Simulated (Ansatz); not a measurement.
# Ca on Cr(100): change of the work function, part 5 of 6

Wanted: Δφ(θ) for Ca/Cr(100), starting from the hollow site.

Ansatz 0.2.0; plane-wave DFT, LDA, Ansatz PAW.

So far, work function, upper face (eV): step 2 (the clean slab) 4.12; step 3 (the covered slab, coverage 0.25 ML) 2.51; step 4 (adsorbate added, coverage 0.5 ML) 2.58; step 6 (the slab at 0.25 ML, atoms frozen) 2.51; step 7 (the substrate of the 0.25 ML cell alone) 4.16.

## (8) The adsorbate layer of the 0.25 ML cell alone

System of this step: Ca/Cr(100), adsorbate layer alone, atoms held. The cell holds 1 atom: 1 Ca. Cell: a = 5.760 Å, b = 5.760 Å, c = 26.000 Å, α = 90.0°, β = 90.0°, γ = 90.0°. Vacuum lies along c.

The third part; a free layer of atoms may carry a moment, so spin is on.

Input file input.yaml:

```yaml
crystal:
  lattice:
    - [5.76, 0.0, 0.0]
    - [0.0, 5.76, 0.0]
    - [0.0, 0.0, 26.0000219474]
  atoms:
    - { symbol: Ca, position: [0.25, 0.25, 0.6328968247], spin: 1.0 }
magnetization:
  spin_polarized: true
kpoints:
  mp_grid: { grid: [5, 5, 1] }
hamiltonian:
  xc: lda
scf:
  occupations: { method: fermi_dirac, width: 0.1 }
  convergence: { dr2_threshold: 1.0e-08 }
efield:
  axis: 3
  dipole_correction: true
  ramp_position: 0.97
  ramp_width: 0.06
output:
  write_potential: true
  write_density: true
  volumetric_format: npy
```

Run with:

```sh
$ ansatz run input.yaml --threads 4 --pin off --max-ram 12288MiB --backend cpu --events-out ev --progress --plain --runs-dir out
```

Numbers of over 12 decimals in the logs are rounded to 6 here.

The program printed:

```text
[...]
Crystal: 1 atoms, lattice volume = 862.618 Å³
Basis set: ecut = 420 eV, 16971 PW (Γ)
Bands: 10, of which v1, the nominal top of the filled ones, is band 5 counted from 1 (4 counted from 0)
Symmetry: 8 space group operations
k-points: 6 of 25
[...]
Starting moments: Σ|m| = 1 μB on 1 of 1 site
[...]
SCF iter   1: F=—  HF=-1770.402196 eV  |F-HF|=—  |Δ(HF+E_count)|=         —  Δρ=8.05e-3 (↑8.05e-3 ↓7.66e-3)  dr2=9.94e-3  dr2_m=4.87e-1  M=0.021 μB ∫|m|=0.043 μB  β_m=0.30  ethr=9.95e-5  p=0.000 e·Å  D=1.18e-9 V/Å  ΔV_dip=-0.00 eV  dr2_dipole=2.82e-12  V_vac-E_F(+/−)=3.12/3.12 eV  ⟨swp⟩=2.2  Hψ=1738  notcnv=0
[...]
spin=Collinear: Resta preconditioning applied to the charge; magnetization (m = ρ↑ − ρ↓) channel mixes plain (no charge-response kernel on spin).
SCF iter   2: F=—  HF=-1770.493878 eV  |F-HF|=—  |Δ(HF+E_count)|=   9.17e-2  Δρ=5.70e-3 (↑5.70e-3 ↓5.46e-3)  dr2=5.08e-3  dr2_m=2.46e-1  M=0.014 μB ∫|m|=0.031 μB  β_m=0.30  ethr=9.94e-5  p=0.000 e·Å  D=3.03e-7 V/Å  ΔV_dip=-0.00 eV  dr2_dipole=2.23e-12  V_vac-E_F(+/−)=3.10/3.10 eV  ⟨swp⟩=2.0  Hψ=174  notcnv=0  κ⁻¹=1.0e0(r=1)
[...]
SCF iter   7: F=—  HF=-1770.583758 eV  |F-HF|=—  |Δ(HF+E_count)|=   2.91e-3  Δρ=1.01e-3 (↑1.01e-3 ↓1.01e-3)  dr2=2.36e-7  dr2_m=8.06e-3  M=0.002 μB ∫|m|=0.006 μB  β_m=0.31  ethr=7.27e-9  p=0.000 e·Å  D=1.08e-7 V/Å  ΔV_dip=-0.00 eV  dr2_dipole=8.00e-16  V_vac-E_F(+/−)=3.06/3.06 eV  ⟨swp⟩=3.8  Hψ=376  notcnv=0
[...]
spin-set hold released at iteration 7 (site moments contracting): the magnetisation degrees of freedom join the quasi-Newton model from the next iteration; the mixer history was flushed
SCF iter   8: F=—  HF=-1770.585259 eV  |F-HF|=—  |Δ(HF+E_count)|=   1.50e-3  Δρ=7.13e-4 (↑7.12e-4 ↓7.13e-4)  dr2=9.39e-8  dr2_m=4.01e-3  M=0.002 μB ∫|m|=0.005 μB  β_m=0.30  ethr=2.36e-9  p=0.000 e·Å  D=1.05e-7 V/Å  ΔV_dip=-0.00 eV  dr2_dipole=3.74e-18  V_vac-E_F(+/−)=3.06/3.06 eV  ⟨swp⟩=3.5  Hψ=356  notcnv=0  κ⁻¹=1.0e0(r=1)
density mixer auto → broyden: gapped, with many states about μ (density of states about μ 1.29 of a free-electron gas's, 30 screened modes)
SCF iter   9: F=—  HF=-1770.586733 eV  |F-HF|=—  |Δ(HF+E_count)|=   1.47e-3  Δρ=9.30e-6 (↑9.30e-6 ↓9.04e-6)  dr2=2.45e-8  dr2_m=6.61e-7  M=-0.000 μB ∫|m|=0.000 μB  β_m=0.30  ethr=9.39e-10  p=0.000 e·Å  D=1.02e-7 V/Å  ΔV_dip=-0.00 eV  dr2_dipole=4.45e-15  V_vac-E_F(+/−)=3.06/3.06 eV  ⟨swp⟩=5.0  Hψ=442  notcnv=0  κ⁻¹=5.4e-6(r=2)
[...]
SCF iter  15: F=-1770.586735 eV  HF=-1770.586735 eV  |F-HF|=4.55e-13  |Δ(HF+E_count)|=  5.43e-11  Δρ=2.10e-9 (↑1.33e-9 ↓2.10e-9)  dr2=4.94e-14  dr2_m=1.69e-14  M=-0.000 μB ∫|m|=0.000 μB  ethr=1.00e-12  p=0.000 e·Å  D=9.18e-8 V/Å  ΔV_dip=-0.00 eV  dr2_dipole=2.49e-16  V_vac-E_F(+/−)=3.05/3.05 eV  ⟨swp⟩=1.0  Hψ=420  notcnv=0
SCF 1 converged in 15 iterations: F = -1770.586735 eV  dr2 = 4.94e-14
[...]
WARN: the starting moments were not kept: the SCF closed with an absolute magnetisation of 1.4e-7 μB, where they sum to 1 μB in size (1 site). That is at most 0.1 of that sum. Measured as dr2_m measures the in/out step, that magnetisation stands 5.4e-16 eV from none, at or under the dr2_threshold of 1.0e-8 eV: it is no larger than a step whose dr2_m would equal this threshold. The system may hold no moment; this SCF  [...]
this state was not tested for a lower state beside it, because the mixer in use, unlike msr1, does not test its closes by its own steps (another_mixer; see scf.mixing.algorithm and scf.lower_state_search)
SCF converged after 15 iterations
Magnetization: -0.0000 μB (5.0000 up, 5.0000 down)
Absolute magnetization: 0.0000 μB (∫|ρ↑−ρ↓|, with the PAW one-centre terms)
[...]
Per-site moments (μB) at R_I (Å): [(1.7703242013964983e-8, 2.376)]
Free energy (F): -1770.586735 eV
[...]
Internal energy: -1770.578523 eV  (E = F + TS)
E sigma→0 (E₀):  -1770.582629 eV
Entropy (-TS):   -0.008211 eV (-8.211 meV/atom)
Fermi energy:    -2.571679 eV
Dipole field:    D = 0.000000 V/Å  (p = 0.000000 e·Å, saw-weighted, corrected)
Work function:   Φ+ = 3.0549 eV   Φ− = 3.0549 eV
[...]
--- Band table (eV; the first three rows and the last of 12) ---
[...]
```

Wall time 14 s (4 threads of Intel Xeon Platinum 8259CL at 2.50GHz (Skylake/Cascade Lake), shared host); peak memory 0.91 GiB; 45 s of CPU time.

This step gave:

```yaml
energy_at_zero_smearing: -1770.5826 eV
dipole_along_the_normal: 3.89e-7 e·Å
```

At this spacing and smearing the free layer keeps no moment.

## (9) Where the charge went at 0.25 ML

This step: plane-wave DFT, LDA, Ansatz PAW; density difference on adsorption (Ansatz 0.2.0).

The densities of the parts are taken from that of the whole and averaged over planes; the first moment of what is left gives the step in the potential.

This step gave:

```
largest charge moved                 : 0.007121 e/Å²
potential step from the moved charge : -1.662 eV
```

Planar mean, whole system less its parts. Electron density difference against z:

z (Å), electron density difference (e/Å³) and a bar from the least value:
```
        6     0.0000 ##############
        7     0.0000 ##############
        8     0.0001 ##############
        9     0.0001 ##############
       10     0.0001 ##############
       11    -0.0002 #############
       12     0.0002 ##############
       13    -0.0004 ############
       14    -0.0027 ######
       15     0.0045 ##########################
       16     0.0058 ##############################
       17     0.0009 ################
       18    -0.0048 
       19    -0.0012 ##########
       20    -0.0002 #############
       21     0.0000 ##############
       22     0.0000 ##############
```

Planar mean, whole system less its parts. Electrons moved below z against z:

```
z (Å)  electrons moved below z (e/Å²)
  5.0                         -4.9e-7
  5.5                         -9.7e-7
  6.0                         -1.6e-6
  6.5                         -1.1e-6
  7.0                          5.2e-6
  7.5                          2.7e-5
  8.0                          7.2e-5
  8.5                          7.7e-5
  9.0                          4.7e-5
  9.5                         -1.5e-5
 10.0                         -8.1e-6
 10.5                         -1.5e-5
 11.0                         -8.7e-5
 11.5                         -1.2e-4
 12.0                          9.2e-5
 12.5                         -1.3e-4
 13.0                         -4.6e-4
 13.5                         -9.7e-4
 14.0                        -0.00170
 14.5                        -0.00403
 15.0                        -0.00444
 15.5                          8.7e-4
 16.0                         0.00494
 16.5                         0.00641
 17.0                         0.00709
 17.5                         0.00566
 18.0                         0.00306
 18.5                         0.00132
 19.0                          5.0e-4
 19.5                          1.7e-4
 20.0                          5.2e-5
 20.5                          1.4e-5
 21.0                          3.2e-6
 21.5                          5.4e-7
```

## (10) A changed input

This step: plane-wave DFT, LDA, Ansatz PAW (Ansatz 0.2.0).

System of this step: Ca/Cr(100). The cell holds 22 atoms: 20 Cr and 2 Ca. Cell: a = 5.760 Å, b = 5.760 Å, c = 26.000 Å, α = 90.0°, β = 90.0°, γ = 90.0°. Vacuum lies along c.

An input spoilt on purpose, to show how the run answers: it repeats the earlier run at 0.5 ML with efield.axis from 3 to 1, and scf.max_iter set to 50.

Input file input.yaml:

```yaml
crystal:
  lattice:
    - [5.76, 0.0, 0.0]
    - [0.0, 5.76, 0.0]
    - [0.0, 0.0, 26.0000219474]
  atoms:
    - { symbol: Cr, position: [0.0, 0.0, 0.346153554], spin: 2.29 }
    - { symbol: Cr, position: [0.25, 0.25, 0.4015381226], spin: -0.9 }
    - { symbol: Cr, position: [0.0, 0.0, 0.452141619], spin: 0.63 }
    - { symbol: Cr, position: [0.25, 0.25, 0.5083936953], spin: -0.7 }
    - { symbol: Cr, position: [0.0, 0.0, 0.553607495], spin: 1.49 }
    - { symbol: Cr, position: [0.0, 0.5, 0.346153554], spin: 2.29 }
    - { symbol: Cr, position: [0.25, 0.75, 0.4015381226], spin: -0.9 }
    - { symbol: Cr, position: [0.0, 0.5, 0.452141619], spin: 0.63 }
    - { symbol: Cr, position: [0.25, 0.75, 0.5083936953], spin: -0.7 }
    - { symbol: Cr, position: [0.0, 0.5, 0.553607495], spin: 1.49 }
    - { symbol: Cr, position: [0.5, 0.0, 0.346153554], spin: 2.29 }
    - { symbol: Cr, position: [0.75, 0.25, 0.4015381226], spin: -0.9 }
    - { symbol: Cr, position: [0.5, 0.0, 0.452141619], spin: 0.63 }
    - { symbol: Cr, position: [0.75, 0.25, 0.5083936953], spin: -0.7 }
    - { symbol: Cr, position: [0.5, 0.0, 0.553607495], spin: 1.49 }
    - { symbol: Cr, position: [0.5, 0.5, 0.346153554], spin: 2.29 }
    - { symbol: Cr, position: [0.75, 0.75, 0.4015381226], spin: -0.9 }
    - { symbol: Cr, position: [0.5, 0.5, 0.452141619], spin: 0.63 }
    - { symbol: Cr, position: [0.75, 0.75, 0.5083936953], spin: -0.7 }
    - { symbol: Cr, position: [0.5, 0.5, 0.553607495], spin: 1.49 }
    - { symbol: Ca, position: [0.25, 0.25, 0.653846446] }
    - { symbol: Ca, position: [0.75, 0.75, 0.653846446] }
magnetization:
  spin_polarized: true
kpoints:
  mp_grid: { grid: [5, 5, 1] }
hamiltonian:
  xc: lda
scf:
  occupations: { method: fermi_dirac, width: 0.1 }
  convergence: { dr2_threshold: 1.0e-08 }
  max_iter: 50
efield:
  axis: 1
  dipole_correction: true
  ramp_position: 0.97
  ramp_width: 0.06
relax:
  f_tol: 0.02
  max_steps: 60
  constraints: [{ sites: [0, 1, 5, 6, 10, 11, 15, 16] }]
output:
  bader: true
  dos: { projected: true, e_range: [-8, 4] }
  write_potential: true
  write_density: true
  volumetric_format: npy
```

The program printed:

```text
The last accepted step is kept in <dir> (removed where the run ends without a failure and the disk answers)
Engine: ansatz 0.2.0, x86_64-unknown-linux-gnu
Pseudopotentials: kind: paw
Pseudopotential: Cr, paw, valence charge 14, recommended cutoff 420 eV (normal), Cr.paw.azcp
Pseudopotential: Ca, paw, valence charge 10, recommended cutoff 420 eV (normal), Ca.paw.azcp
Functional definition: SPW92
  exchange = slater_x
  correlation = pw_c
Crystal: 22 atoms, lattice volume = 862.618 Å³
Basis set: ecut = 420 eV, 16971 PW (Γ)
Bands: 195, of which v1, the nominal top of the filled ones, is band 150 counted from 1 (149 counted from 0)
Symmetry: 2 space group operations
k-points: 9 of 25 (time reversal used)
Non-local potential: Cr, projectors of the file, l = 0: 3, l = 1: 2, l = 2: 3, l = 3: 1
Non-local potential: Ca, projectors of the file, l = 0: 3, l = 1: 2, l = 2: 2
PAW form: soft (Blöchl's): semilocal exchange-correlation on the pseudo side does not see the compensation charge
PAW frozen core: Cr, regenerated for the run's functional, and the local potential with it (the file was generated under x = pbe(κ = 0.804, μ = 0.219515), c = pbe(β = 0.066725))
PAW frozen core: Ca, regenerated for the run's functional, and the local potential with it (the file was generated under x = pbe(κ = 0.804, μ = 0.219515), c = pbe(β = 0.066725))
PAW one-centre angular grid: Cr, 590 points (default); XC on 64 Gauss nodes
PAW one-centre angular grid: Ca, 110 points (default); XC on 64 Gauss nodes
Initial density: superposition of atomic densities (neutral atoms: chi_scale 0, normalization atom)
Starting moments: Σ|m| = 24.04 μB on 20 of 22 sites
Initial wavefunctions: pseudopotential atomic-orbital guess
Functional: x = slater, c = lda
Error: efield: ion 0 (Cr) at fractional coordinate 0.0000 along the field axis lies inside the sawtooth ramp with 2 of the planes that the density is read on at each end, [0.9200, 0.0800] — the ramp must sit in vacuum (an ion there feels the fictitious reversed slope); set or move the ramp (efield.ramp_position / ramp_width) or move the geometry
```

Elapsed: 1.5 s, on 4 threads; peak memory 1.5 GiB.

The program refused the input before any cycle.

The program's message: “Error: efield: ion 0 (Cr) at fractional coordinate 0.0000 along the field axis lies inside the sawtooth ramp with 2 of the planes that the density is read on at each end, [0.9200, 0.0800] — the ramp m …”

The fault put into the input: the field along an axis without vacuum.

(Part 5 of 6 ends here.)

[Logs are printed without paths, hosts, clocks, repeated set-up lines and the standing remarks that a program may print on its own settings, such as how far it seeks lower states.]

[Hosts, paths, dates, database ids (printed as entryN), source tags and the programs' standing remarks are cut or masked in the printed files.]

[Maps of the electrostatic potential energy from Ansatz leave out the sawtooth potential of an applied field or a dipole correction, so their vacuum need not be flat; planar profiles and work functions include it.]
